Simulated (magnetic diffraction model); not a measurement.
# Magnetic neutron pattern of Tb3Sc2Rh3

Space group P6_3/mcm (no. 193), a = 8.0110 Å, c = 6.2130 Å.

| site | atom | x | y | z |
| --- | --- | --- | --- | --- |
| 6g | Tb | 0.7458 | 0.7458 | 3/4 |
| 6g | Rh | 0.4034 | 0.4034 | 3/4 |
| 4d | Sc | 1/3 | 2/3 | 0 |

The compound is invented for this exercise: a known structure type with other elements, its cell scaled to their sizes and not relaxed.

Only Tb is taken to order (form factors of Tb3+); orders and moment sizes are assumed, and not adapted to the symmetry. Radiation: neutrons of λ = 4.2 Å, 3° to 80°; isotropic B of 0.12 Å² (Tb), 0.16 Å² (Rh) and 0.17 Å² (Sc). Simulated constant-wavelength pattern: nuclear and magnetic terms add, the magnetic one as |2.695 fm × Σ f S⊥ exp(2πi Q·r) exp(−B s²)|², summed over all Q at one angle with the factor 1/(sin²θ cos θ). For collinear order S is the moment m, which repeats by lattice and centring translations R with the sign exp(−2πi k·R). Free-ion form factors, Sears's scattering lengths of 1992, no absorption; a label names one of the reflections at its angle. The strongest nuclear line in the range is 100, and lines under 0.2 are left out.

Assume the order k = (1/2 1/2 0), collinear moments along [100], 7.2 μB on Tb; signs + at (0.7458, 0.7458, 3/4), − at (0, 0.2542, 3/4), + at (0.2542, 0, 3/4), − at (0.2542, 0.2542, 1/4), + at (0, 0.7458, 1/4), + at (0.7458, 0, 1/4).

Q: Where does magnetic intensity appear, and how strong is it?

```tsv
2θ (°)	index	nuclear	magnetic
17.41	(1/2 -1/2 0)	0.0	145.1
30.39	(1/2 1/2 0)	0.0	82.0
35.24	(1 0 0)	100.0	0.0
43.47	(1/2 -1/2 1)	0.0	572.1
47.21	(1/2 -3/2 0)	0.0	258.0
50.65	(1/2 1/2 1)	0.0	126.1
54.01	(3/2 -3/2 0)	0.0	16.0
63.20	(3/2 -1/2 1)	0.0	128.8
63.24	(1 1 0)	38.3	0.0
66.14	(3/2 1/2 0)	0.0	69.7
68.95	(3/2 -3/2 1)	0.0	22.9
74.51	(2 0 0)	33.8	0.0
77.19	(1 1 1)	6.0	0.0
79.86	(3/2 1/2 1)	0.0	180.4
```

The strongest magnetic line in the range is (1/2 -1/2 1) at 43.47° (572.1). On top of the Lorentz factor, which all lines share, magnetic lines fade with angle because f falls: for Tb3+ it is 0.95, 0.82, 0.66 and 0.36 at sin θ/λ = 0.1, 0.2, 0.3 and 0.5 Å⁻¹, while nuclear lengths stay constant. The order has no net moment.

[Logs are printed without paths, hosts, clocks, repeated set-up lines and the standing remarks that a program may print on its own settings, such as how far it seeks lower states.]
